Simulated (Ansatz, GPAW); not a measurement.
**Ni2TeSe (model structure): optical spectrum from first principles**

Aim: the dielectric function of Ni2TeSe (model structure), and the optical constants that follow from it. The cell was made here by substitution or stacking, whether or not such a phase is known. It was built so: 1 of the 2 Se atoms of the cell replaced by Te in the P6_3/mmc structure of NiSe. The cell is first relaxed with Ansatz.

Program: GPAW 26.7.0. Level of theory: DFT, RPBE, plane-wave PAW (GPAW data sets), scalar-relativistic, RPA, optical limit. Results are calculated unless marked as measured.

**1. The structure**

It takes space group P-6m2 (No. 187, hexagonal). Conventional cell: a = 3.783 Å, b = 3.783 Å, c = 5.534 Å, α = 90.00°, β = 90.00°, γ = 120.00°. Te has 6 Ni at 2.59 Å nearest. Nearest to Se lie 6 Ni at 2.59 Å. Nearest to Ni lie 3 Te at 2.59 Å and 3 Se at 2.59 Å and 2 Ni at 2.77 Å. 1 of the 2 Se atoms of the cell replaced by Te in the P6_3/mmc structure of NiSe. Farther neighbours and most contacts between anions are not listed.

**2. Relaxation**

The structure was built or cut out here, so it is relaxed before any spectrum is computed.

This step: DFT, RPBE, plane-wave PAW, default files, scalar-relativistic, relaxation (Ansatz 0.2.0).

input.yaml

```yaml
crystal:
  lattice:
    - [3.7828431571, 0.0, 0.0]
    - [-1.8914215785, 3.2760382725, 0.0]
    - [0.0, 0.0, 5.53400828]
  atoms:
    - { symbol: Te, position: [0.6666666667, 0.3333333333, 0.75] }
    - { symbol: Se, position: [0.3333333333, 0.6666666667, 0.25] }
    - { symbol: Ni, position: [0.0, 0.0, 0.5], spin: 1.0 }
    - { symbol: Ni, position: [0.0, 0.0, 0.0], spin: 1.0 }
magnetization:
  spin_polarized: true
kpoints:
  mp_grid: { grid: [7, 7, 4] }
scf:
  occupations: { method: fermi_dirac, width: 0.05 }
hamiltonian:
  xc: rpbe
output:
  forces: true
  stress: true
relax:
  f_tol: 0.02
  max_steps: 50
  cell: {}
```

Command:

```bash
$ ansatz run input.yaml --threads 1 --pin off --max-ram 4096MiB --backend cpu --events-out ev --progress --plain --runs-dir out
```

Numbers of over 12 decimals in the logs are rounded to 6 here.

The program printed:

```text
Engine: ansatz 0.2.0, x86_64-unknown-linux-gnu
Pseudopotentials: kind: paw
Pseudopotential: Te, paw, valence charge 16, recommended cutoff 420 eV (normal), Te.paw.azcp
Pseudopotential: Se, paw, valence charge 16, recommended cutoff 420 eV (normal), Se.paw.azcp
Pseudopotential: Ni, paw, valence charge 18, recommended cutoff 420 eV (normal), Ni.paw.azcp
Functional definition: RPBE
  parameter kappa = 0.804
  parameter beta = 0.066725
  exchange = rpbe_x(kappa = kappa, mu = beta*pi^2/3)
  correlation = pbe_c(beta = beta)
Crystal: 4 atoms, lattice volume = 68.582 Å³
Basis set: ecut = 420 eV, 1351 PW (Γ), exchange–correlation on 54×54×80 points (8 copies of the dense FFT grid, shifted against one another)
Bands: 42, of which v1, the nominal top of the filled ones, is band 34 counted from 1 (33 counted from 0)
Symmetry: 12 space group operations
Space group: P-6m2 (ITA 187), of the structure as read, at distance tolerance 4.1e-5 Å
Magnetic group: BNS 187.209 (UNI 1439), of the structure as read, at distance tolerance 4.1e-5 Å
k-points: 24 of 196 (time reversal used)
Non-local potential: Te, projectors of the file, l = 0: 2, l = 1: 2, l = 2: 2, l = 3: 2
Non-local potential: Se, projectors of the file, l = 0: 2, l = 1: 2, l = 2: 3, l = 3: 1
Non-local potential: Ni, projectors of the file, l = 0: 3, l = 1: 2, l = 2: 3, l = 3: 1
PAW form: soft (Blöchl's): semilocal exchange-correlation on the pseudo side does not see the compensation charge
PAW frozen core: Te, regenerated for the run's functional, and the local potential with it (the file was generated under x = pbe(κ = 0.804, μ = 0.219515), c = pbe(β = 0.066725))
PAW frozen core: Se, regenerated for the run's functional, and the local potential with it (the file was generated under x = pbe(κ = 0.804, μ = 0.219515), c = pbe(β = 0.066725))
PAW frozen core: Ni, regenerated for the run's functional, and the local potential with it (the file was generated under x = pbe(κ = 0.804, μ = 0.219515), c = pbe(β = 0.066725))
PAW one-centre angular grid: Te, 590 points (default); XC on 64 Gauss nodes
PAW one-centre angular grid: Se, 590 points (default); XC on 64 Gauss nodes
PAW one-centre angular grid: Ni, 590 points (default); XC on 64 Gauss nodes
Initial density: superposition of atomic densities (chi_scale 0.1, normalization cell, long waves kept (reshape's long-wave potential 0.05 eV rms))
Starting moments: Σ|m| = 2 μB on 2 of 4 sites
Initial wavefunctions: pseudopotential atomic-orbital guess
Functional: x = rpbe, c = pbe(β = 0.066725)
SCF iter   1: F=—  HF=-24149.950314 eV  |F-HF|=—  |Δ(HF+E_count)|=         —  Δρ=9.88e-2 (↑4.59e-2 ↓9.88e-2)  dr2=1.36e1  dr2_m=5.13e-1  M=1.184 μB ∫|m|=1.216 μB  β_m=0.30  ethr=3.10e-3  ⟨swp⟩=6.0  Hψ=7136  notcnv=0  defer=12
Mixer restart at iter 1: flushing history
preconditioner: auto → Kerker (q_TF=auto, 2.724 Å⁻¹)  [metal: Δε(μ)=0.023 eV  Ē_g=8.681 eV  σ=0.050 eV  W_gap=0.11  n_scr=22 (ndim 8)  ℏωp=25.4 eV  f_vac=0.000  D(μ)=3.25/eV (n_scr^D=22)]
spin=Collinear: Kerker preconditioning applied to the charge; magnetization (m = ρ↑ − ρ↓) channel mixes plain (no charge-response kernel on spin).
SCF iter   2: F=—  HF=-24152.454118 eV  |F-HF|=—  |Δ(HF+E_count)|=    2.50e0  Δρ=4.44e-2 (↑1.75e-2 ↓4.44e-2)  dr2=3.25e0  dr2_m=3.26e-1  M=1.112 μB ∫|m|=1.165 μB  β_m=0.38  ethr=3.10e-3  ⟨swp⟩=3.0  Hψ=4460  notcnv=0  defer=85
SCF iter   3: F=—  HF=-24153.464723 eV  |F-HF|=—  |Δ(HF+E_count)|=    1.01e0  Δρ=4.26e-2 (↑1.12e-2 ↓4.26e-2)  dr2=2.33e0  dr2_m=2.79e-1  M=0.910 μB ∫|m|=0.945 μB  β_m=0.19  ethr=3.10e-3  ⟨swp⟩=2.0  Hψ=2677  notcnv=0  defer=84
SCF iter   4: F=—  HF=-24153.962583 eV  |F-HF|=—  |Δ(HF+E_count)|=   4.98e-1  Δρ=2.31e-2 (↑2.31e-2 ↓1.64e-2)  dr2=4.49e-1  dr2_m=1.80e-1  M=0.729 μB ∫|m|=0.773 μB  β_m=0.76  ethr=3.10e-3  ⟨swp⟩=2.5  Hψ=2789  notcnv=0  defer=84
SCF iter   5: F=—  HF=-24153.919842 eV  |F-HF|=—  |Δ(HF+E_count)|=   4.27e-2  Δρ=9.52e-3 (↑9.52e-3 ↓2.80e-3)  dr2=7.84e-2  dr2_m=1.19e-2  M=0.183 μB ∫|m|=0.206 μB  β_m=0.79  ethr=6.61e-4  ⟨swp⟩=3.1  Hψ=3672  notcnv=0  defer=83
SCF iter   6: F=—  HF=-24153.919301 eV  |F-HF|=—  |Δ(HF+E_count)|=         —  Δρ=4.99e-3 (↑4.32e-3 ↓4.99e-3)  dr2=5.29e-3  dr2_m=1.25e-2  M=0.049 μB ∫|m|=0.063 μB  β_m=0.79  ethr=1.15e-4  ⟨swp⟩=2.0  Hψ=3669  notcnv=0  defer=83
Mixer restart at iter 6: flushing history
SCF iter   7: F=—  HF=-24153.922593 eV  |F-HF|=—  |Δ(HF+E_count)|=   3.29e-3  Δρ=4.63e-3 (↑8.81e-4 ↓4.63e-3)  dr2=1.09e-2  dr2_m=2.71e-3  M=0.025 μB ∫|m|=0.033 μB  β_m=0.90  ethr=7.78e-6  ⟨swp⟩=2.1  Hψ=3662  notcnv=0  defer=80
SCF iter   8: F=—  HF=-24153.928063 eV  |F-HF|=—  |Δ(HF+E_count)|=   5.47e-3  Δρ=4.26e-3 (↑4.26e-3 ↓2.54e-3)  dr2=1.70e-2  dr2_m=5.12e-4  M=0.012 μB ∫|m|=0.016 μB  β_m=0.72  ethr=7.78e-6  ⟨swp⟩=2.0  Hψ=3962  notcnv=0  defer=80
SCF iter   9: F=—  HF=-24153.922814 eV  |F-HF|=—  |Δ(HF+E_count)|=   5.25e-3  Δρ=1.41e-3 (↑7.45e-4 ↓1.41e-3)  dr2=2.67e-3  dr2_m=7.56e-5  M=0.005 μB ∫|m|=0.007 μB  β_m=0.61  ethr=7.78e-6  ⟨swp⟩=2.0  Hψ=3958  notcnv=0  defer=80
SCF iter  10: F=—  HF=-24153.922277 eV  |F-HF|=—  |Δ(HF+E_count)|=   5.37e-4  Δρ=2.32e-4 (↑2.32e-4 ↓1.81e-4)  dr2=1.16e-4  dr2_m=8.70e-6  M=0.002 μB ∫|m|=0.003 μB  β_m=0.81  ethr=3.93e-6  ⟨swp⟩=2.0  Hψ=2624  notcnv=0  defer=80
SCF iter  11: F=—  HF=-24153.922403 eV  |F-HF|=—  |Δ(HF+E_count)|=   1.26e-4  Δρ=3.84e-4 (↑3.84e-4 ↓3.03e-4)  dr2=2.19e-4  dr2_m=1.16e-6  M=0.001 μB ∫|m|=0.001 μB  β_m=0.81  ethr=1.71e-7  ⟨swp⟩=2.0  Hψ=2749  notcnv=0  defer=80
SCF iter  12: F=—  HF=-24153.922398 eV  |F-HF|=—  |Δ(HF+E_count)|=   4.88e-6  Δρ=3.85e-5 (↑3.62e-5 ↓3.85e-5)  dr2=9.74e-6  dr2_m=1.78e-8  M=0.000 μB ∫|m|=0.000 μB  β_m=0.90  ethr=1.71e-7  ⟨swp⟩=2.0  Hψ=2680  notcnv=0  defer=80
SCF iter  13: F=—  HF=-24153.922403 eV  |F-HF|=—  |Δ(HF+E_count)|=   5.11e-6  Δρ=2.20e-5 (↑1.48e-5 ↓2.20e-5)  dr2=6.73e-7  dr2_m=1.58e-7  M=-0.000 μB ∫|m|=0.000 μB  β_m=0.94  ethr=1.43e-8  ⟨swp⟩=2.0  Hψ=2773  notcnv=0  defer=80
SCF iter  14: F=—  HF=-24153.922404 eV  |F-HF|=—  |Δ(HF+E_count)|=   3.00e-7  Δρ=1.09e-5 (↑5.99e-6 ↓1.09e-5)  dr2=1.85e-7  dr2_m=4.33e-9  M=-0.000 μB ∫|m|=0.000 μB  β_m=0.92  ethr=9.90e-10  ⟨swp⟩=2.0  Hψ=2874  notcnv=0  defer=80
SCF iter  15: F=—  HF=-24153.922404 eV  |F-HF|=—  |Δ(HF+E_count)|=   1.86e-9  Δρ=3.61e-6 (↑3.54e-6 ↓3.61e-6)  dr2=3.89e-8  dr2_m=1.23e-11  M=0.000 μB ∫|m|=0.000 μB  β_m=0.96  ethr=2.72e-10  ⟨swp⟩=2.0  Hψ=2556  notcnv=0  defer=80
[...]
SCF 3 converged in 10 iterations: F = -24154.021006 eV  dr2 = 1.54e-7
relax step   3: F+E_penalty+E_count = -24154.02100637 eV  Δ(F+E_penalty+E_count) = -4.506e-3 eV  max|allowed force component| = 1.286e-2 eV/Å  Δτ_max = 0.0100 Å  P = +0.041 GPa  Ω = 70.336 Å³  energy of the carried Pulay correction = -5.388e-4 eV  (10 SCF iters, dr2 threshold 4.00e-7 eV, accepted)
[...]
relax step   4: F+E_penalty+E_count = -24154.02116008 eV  Δ(F+E_penalty+E_count) = -1.537e-4 eV  max|allowed force component| = 6.368e-3 eV/Å  Δτ_max = 0.0014 Å  P = -0.017 GPa  Ω = 70.386 Å³  energy of the carried Pulay correction = -5.539e-4 eV  (9 SCF iters, dr2 threshold 1.14e-7 eV, accepted)
Basis set: ecut = 420 eV, 1397 PW (Γ), exchange–correlation on 54×54×72 points (8 copies of the dense FFT grid, shifted against one another)
Initial wavefunctions: pseudopotential atomic-orbital guess (no wavefunctions were taken with the density)
iter 1 solved again at ethr=8.73e-8 eV; its pass at ethr=3.10e-3 eV (dr2=5.93e-5 eV) is discarded
SCF iter   1: F=—  HF=-24154.015426 eV  |F-HF|=—  |Δ(HF+E_count)|=         —  Δρ=4.28e-4 (↑4.28e-4 ↓4.28e-4)  dr2=1.36e-5  dr2_m=2.79e-11  M=-0.000 μB ∫|m|=0.000 μB  β_m=0.65  ethr=8.73e-8  ⟨swp⟩=3.8  Hψ=13778  notcnv=0
preconditioner: auto → none  [metal: Δε(μ)=0.034 eV  Ē_g=8.673 eV  σ=0.050 eV  W_gap=0.17  n_scr=8 (ndim 8)  ℏωp=25.0 eV  f_vac=0.020  D(μ)=3.27/eV (n_scr^D=22)]
SCF iter   2: F=—  HF=-24154.020665 eV  |F-HF|=—  |Δ(HF+E_count)|=   5.24e-3  Δρ=1.50e-4 (↑1.50e-4 ↓1.50e-4)  dr2=2.66e-6  dr2_m=1.45e-11  M=-0.000 μB ∫|m|=0.000 μB  β_m=0.55  ethr=2.00e-8  ⟨swp⟩=2.0  Hψ=2782  notcnv=0
SCF iter   3: F=—  HF=-24154.021230 eV  |F-HF|=—  |Δ(HF+E_count)|=   5.64e-4  Δρ=7.27e-5 (↑7.26e-5 ↓7.27e-5)  dr2=1.63e-6  dr2_m=6.94e-12  M=-0.000 μB ∫|m|=0.000 μB  β_m=0.53  ethr=3.91e-9  ⟨swp⟩=2.0  Hψ=2806  notcnv=0
SCF iter   4: F=—  HF=-24154.021363 eV  |F-HF|=—  |Δ(HF+E_count)|=   1.34e-4  Δρ=2.73e-5 (↑2.73e-5 ↓2.73e-5)  dr2=6.59e-7  dr2_m=3.06e-12  M=-0.000 μB ∫|m|=0.000 μB  β_m=0.48  ethr=2.40e-9  ⟨swp⟩=2.0  Hψ=3552  notcnv=0
SCF iter   5: F=—  HF=-24154.021373 eV  |F-HF|=—  |Δ(HF+E_count)|=   9.74e-6  Δρ=1.15e-5 (↑1.15e-5 ↓1.14e-5)  dr2=1.30e-7  dr2_m=1.98e-12  M=-0.000 μB ∫|m|=0.000 μB  β_m=0.52  ethr=9.69e-10  ⟨swp⟩=2.0  Hψ=2556  notcnv=0
SCF iter   6: F=—  HF=-24154.021376 eV  |F-HF|=—  |Δ(HF+E_count)|=   2.40e-6  Δρ=3.78e-6 (↑3.78e-6 ↓3.73e-6)  dr2=2.51e-8  dr2_m=9.59e-13  M=-0.000 μB ∫|m|=0.000 μB  β_m=0.43  ethr=1.91e-10  ⟨swp⟩=2.0  Hψ=2672  notcnv=0
SCF iter   7: F=—  HF=-24154.021376 eV  |F-HF|=—  |Δ(HF+E_count)|=   1.56e-7  Δρ=1.10e-6 (↑1.10e-6 ↓1.05e-6)  dr2=2.05e-9  dr2_m=5.54e-13  M=-0.000 μB ∫|m|=0.000 μB  β_m=0.58  ethr=3.69e-11  ⟨swp⟩=2.0  Hψ=2680  notcnv=0
SCF iter   8: F=—  HF=-24154.021355 eV  |F-HF|=—  |Δ(HF+E_count)|=   2.07e-5  Δρ=9.34e-7 (↑9.34e-7 ↓9.21e-7)  dr2=1.75e-9  dr2_m=1.10e-13  M=-0.000 μB ∫|m|=0.000 μB  β_m=0.79  ethr=3.02e-12  ⟨swp⟩=3.0  Hψ=4076  notcnv=0
SCF iter   9: F=—  HF=-24154.021355 eV  |F-HF|=—  |Δ(HF+E_count)|=   6.42e-9  Δρ=7.59e-7 (↑7.59e-7 ↓7.50e-7)  dr2=1.15e-9  dr2_m=3.40e-14  M=-0.000 μB ∫|m|=0.000 μB  β_m=0.90  ethr=2.58e-12  ⟨swp⟩=2.0  Hψ=2676  notcnv=0
SCF iter  10: F=—  HF=-24154.021355 eV  |F-HF|=—  |Δ(HF+E_count)|=   7.85e-9  Δρ=1.47e-7 (↑1.47e-7 ↓1.47e-7)  dr2=4.45e-11  dr2_m=2.72e-15  M=-0.000 μB ∫|m|=0.000 μB  β_m=0.84  ethr=1.68e-12  ⟨swp⟩=2.2  Hψ=2808  notcnv=0
SCF iter  11: F=-24154.021355 eV  HF=-24154.021355 eV  |F-HF|=6.91e-11  |Δ(HF+E_count)|=  3.09e-10  Δρ=7.35e-8 (↑7.30e-8 ↓7.35e-8)  dr2=1.09e-11  dr2_m=1.76e-16  M=-0.000 μB ∫|m|=0.000 μB  ethr=1.00e-12  ⟨swp⟩=3.1  Hψ=7586  notcnv=0
the starting moments were not kept: the SCF closed with an absolute magnetisation of 3.0e-8 μB, where they sum to 2 μB in size (2 sites). That is at most 0.1 of that sum. Measured as dr2_m measures the in/out step, that magnetisation stands 8.7e-16 eV from none, at or under the dr2_threshold of 4.0e-11 eV: it is no larger than a step whose dr2_m would equal this threshold.
SCF 5 converged in 11 iterations: F = -24154.021355 eV  dr2 = 1.09e-11
  greatest PAW one-centre occupation: 1.001 electrons in one spin orbital (limit 2), on the Ni atom at site 2 (counted from 0), in its partial waves of l = 1
relax step   5: F+E_penalty+E_count = -24154.02135494 eV  Δ(F+E_penalty+E_count) = -1.949e-4 eV  max|allowed force component| = 6.510e-3 eV/Å  Δτ_max = 0.0000 Å  P = -0.021 GPa  Ω = 70.386 Å³  stress off target by 3.69e-2 GPa  SCF on the basis re-selected at this cell (its energy is not comparable with the rows above)  (11 SCF iters)
basis re-selected at this cell: Δ(F+E_penalty+E_count) = -1.949e-4 eV, ΔP = -0.004 GPa vs the last step (what re-selecting the basis moved, of the pressure what is left beyond the Pulay correction that the steps carried, after the strain that the cell walked since its last selection, with what the two solves' SCF thresholds leave and, on support functions, any second-order correction that the steps lacked; it is no measure of the basis error at this ecutwfc). The dense FFT grid was sized anew with the basis: this SCF ran on 27×27×36 points, the steps before it on 27×27×40, so part of this shift can come from that change (see relax.cell in the input reference). [rest of the remark cut]
SCF converged after 11 iterations
Magnetization: -0.0000 μB (34.0000 up, 34.0000 down)
Absolute magnetization: 0.0000 μB (∫|ρ↑−ρ↓|, with the PAW one-centre terms)
Spin contamination: 0.0000 ħ² per cell (⟨S²⟩ above its minimum at these occupations)
Per-site moments (μB) at R_I (Å): [(-9.691812583334405e-10, 1.088802), (-1.8016599460999182e-9, 1.072598), (-1.267760650453911e-8, 1.064381), (-1.267760567974042e-8, 1.064381)]
Free energy (F): -24154.021355 eV
Harris-Foulkes:  -24154.021355 eV  (|F-HF|=6.91e-11)
Internal energy: -24153.994431 eV  (E = F + TS)
E sigma→0 (E₀):  -24154.007893 eV
Entropy (-TS):   -0.026924 eV (-6.731 meV/atom)
Fermi energy:    13.718243 eV
--- Per-component energies (eV) ---
  E_band       = -1221.630885
  E_kinetic    = 864.855715
  E_local      = -11479.516798  (includes V_loc(G=0)·N_el)
  E_nonlocal   = 379.408821
  E_hartree    = 5333.820461
  E_xc         = -396.376108
  E_vxc        = -418.107583  (∫ρ·V_xc dr)
  E_paw        = -9873.029453  (= ΣΔE_a)
  E_vpaw       = -1235.912581  (= ΣTr[D̂ρ^β])
  E_aug_tail   = 0.000374  (compensation charges beyond the density's cutoff)
  E_ewald      = -8982.755169
  E_core_change = -0.402274  (= ΣΔE_core)
  E_smearing   = -0.026924  (= −TS)
  E_closure    = 0.000000  (closes the sum)
  Σ components = -24154.021355   (vs F -24154.021355, Δ=0.00e0)
--- Forces (eV/Å), atoms counted from 1 ---
  atom   1  Te    -0.00000000     0.00000000     0.00000000
  atom   2  Se    -0.00000000    -0.00000000    -0.00000000
  atom   3  Ni    -0.00000000    -0.00000000    -0.00651006
  atom   4  Ni    -0.00000000    -0.00000000     0.00651006
  max |Σ_I F_I| component: 2.43e-17 eV/Å
--- Stress (GPa, compression-positive) ---
       -0.036893      -0.000000       0.000000
        0.000000      -0.036893      -0.000000
       -0.000000      -0.000000       0.010359
  P = ⅓ Tr σ = -0.0211 GPa (-0.211 kbar)
--- Relaxed structure (4 steps of the walk, 4 accepted, 1 SCFs on fresh bases) ---
  F+E_penalty+E_count = -24154.02135494 eV   max|allowed force component| = 6.510e-3 eV/Å   (the final SCF, on the basis selected at the relaxed cell)
  cell:  # Å, volume = 70.3864 Å³
    - [3.910266, -2.983987883281797e-11, 0]
    - [-1.955133, 3.386389, 3.5137997473588504e-19]
    - [0, 5.935643993860115e-19, 5.315521]
  atoms:
    - { symbol: Te, position: [0.666667, 0.333333, 0.750000] }
    - { symbol: Se, position: [0.333333, 0.666667, 0.25] }
    - { symbol: Ni, position: [1.1384761489166815e-19, 2.2769522978634633e-19, 0.492715] }
    - { symbol: Ni, position: [-1.1384761489166831e-19, -2.276952297863454e-19, 0.00728457] }
```

Wall time 74 s (1 thread of Intel Xeon 6975P-C (Granite Rapids), shared host); peak memory 0.46 GiB.

Step by step:

| step | energy less that of the first step (eV) | largest force component (eV/Å) | pressure (GPa) | volume (Å³) |
| --- | --- | --- | --- | --- |
| 1 | 0.0000 | 0.4211 | 3.42 | 68.58 |
| 2 | -0.0941 | 0.1137 | -0.57 | 70.87 |
| 3 | -0.0986 | 0.0129 | 0.04 | 70.34 |
| 4 | -0.0988 | 0.0064 | -0.02 | 70.39 |
| 5* | -0.0990 | 0.0065 | -0.02 | 70.39 |

Relaxation steps marked * repeat the geometry before them on a plane-wave basis chosen anew for their cell, so energy and pressure can jump there.

The run keeps the 12 symmetry operations that it works with, so distortions that break them were not tested.

| conventional cell, symmetrised | before | after | change |
| --- | --- | --- | --- |
| a (Å) | 3.783 | 3.910 | +3.4 % |
| b (Å) | 3.783 | 3.910 | +3.4 % |
| c (Å) | 5.534 | 5.316 | -3.9 % |
| volume (Å³/atom) | 17.15 | 17.60 | +2.6 % |

The atoms that moved most (Å, as changes of fractional coordinates times the final cell):

| atom | dx | dy | dz | length |
| --- | --- | --- | --- | --- |
| Ni3 | 0.000 | 0.000 | -0.039 | 0.039 |
| Ni4 | 0.000 | 0.000 | 0.039 | 0.039 |

Final coordinates:

```xyz
4
Lattice="3.9103 0.0000 0.0000 -1.9551 3.3864 0.0000 0.0000 0.0000 5.3155" Properties=species:S:1:pos:R:3 pbc="T T T"
Te    1.9551    1.1288    3.9866
Se    0.0000    2.2576    1.3289
Ni    0.0000    0.0000    2.6190
Ni    0.0000    0.0000    0.0387
```

The relaxation ends with a largest force component of 0.0065 eV/Å and a pressure of -0.02 GPa. The starting moments have collapsed: the run ends non-magnetic.

[end of part 1 of 3]

[Machine, clock and banner lines and Python warnings are left out of the logs.]

[Logs are printed without paths, hosts, clocks, repeated set-up lines and the standing remarks that a program may print on its own settings, such as how far it seeks lower states.]

[Hosts, paths, dates, database ids (printed as entryN), source tags and the programs' standing remarks are cut or masked in the printed files.]
